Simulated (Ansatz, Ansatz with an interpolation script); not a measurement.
An input for Ansatz 0.2.0 (Sb2Os (Pnnm)):

```yaml
crystal:
  lattice:
    - [5.9381, 0.0, 0.0]
    - [0.0, 6.6961, 0.0]
    - [0.0, 0.0, 3.2044]
  atoms:
    - { symbol: Sb, position: [0.18045, 0.35889, 0.0] }
    - { symbol: Sb, position: [0.81955, 0.64111, 0.0] }
    - { symbol: Sb, position: [0.68045, 0.14111, 0.5] }
    - { symbol: Sb, position: [0.31955, 0.85889, 0.5] }
    - { symbol: Os, position: [0.0, 0.0, 0.0] }
    - { symbol: Os, position: [0.5, 0.5, 0.5] }
kpoints:
  mp_grid: { grid: [4, 4, 6] }
  band_path:
    path:
      - [[0.0, 0.0, 0.0], [0.5, 0.0, 0.0], [0.5, 0.5, 0.0], [0.0, 0.5, 0.0], [0.0, 0.0, 0.0], [0.0, 0.0, 0.5], [0.5, 0.0, 0.5], [0.5, 0.5, 0.5], [0.0, 0.5, 0.5], [0.0, 0.0, 0.5]]
      - [[0.5, 0.0, 0.0], [0.5, 0.0, 0.5]]
      - [[0.0, 0.5, 0.0], [0.0, 0.5, 0.5]]
      - [[0.5, 0.5, 0.0], [0.5, 0.5, 0.5]]
    npoints: 10
hamiltonian:
  xc: lda
  pseudopotentials: { kind: paw_fr, azcp: { folder: soft_1 }, xc_functional: pbe }
scf:
  occupations: { method: fermi_dirac, width: 0.02 }
  n_extra_bands: 12
magnetization:
  noncollinear: true
  spin_orbit: true
output:
  eigenvalues: true
```

```sh
ansatz run input.yaml --threads 8 --pin off --max-ram 18432MiB --backend cpu --events-out ev --progress --plain --runs-dir out
```

Question: How long will it take on 8 threads of AMD EPYC 9B45 (Zen 5), shared host, and how much memory?

It took 15 s; on shared hardware allow 7.6 s to 30 s. Peak host memory was 2.6 GiB. The sizes that set the cost: 2507 plane waves a state, 36 irreducible k points and 8 SCF cycles.

[Paths, hosts, dates, memory and timing lines, banners, echoed tables and standing remarks are left out of the program output.]

[Logs are printed without paths, hosts, clocks, repeated set-up lines and the standing remarks that a program may print on its own settings, such as how far it seeks lower states.]

[Runs of the session that timed out or met a known fault of the program may be left out.]

[Hosts, paths, dates, database ids (printed as entryN), source tags and the programs' standing remarks are cut or masked in the printed files.]
